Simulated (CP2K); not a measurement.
The C K edge of fluorooxirane was computed by TDDFT (CP2K XAS_TDP, aug-cc-pVDZ, TDA) at these levels: BHandHLYP, PBEh(45%) and PBEh(45%) + GW2X. The first three lines of C2 (bonded to C, F, O and H) with a strength over 0.0015, energy in eV and strength:

| run | first | second | third |
| --- | --- | --- | --- |
| 1 | 287.25 (0.055) | 287.46 (0.059) | 287.98 (0.018) |
| 2 | 293.91 (0.054) | 294.13 (0.058) | 294.64 (0.018) |
| 3 | 289.29 (0.059) | 289.53 (0.063) | 290.07 (0.020) |

Question: Which run is which?

Run 1: PBEh(45%) (45 % exact exchange). Run 2: PBEh(45%) + GW2X (45 % exact exchange). Run 3: BHandHLYP (50 % exact exchange). Self-interaction lifts the core level, so the uncorrected lines rise with the share of exact exchange. The GW2X run keeps the spacings of its parent: 0.22 eV between the first two lines in run 2, 0.21 eV in run 1. Its shift is +6.66 eV, since the Kohn–Sham level at this share of exchange lies that far above the quasiparticle level.

[Hosts, paths, dates, database ids (printed as entryN), source tags and the programs' standing remarks are cut or masked in the printed files.]
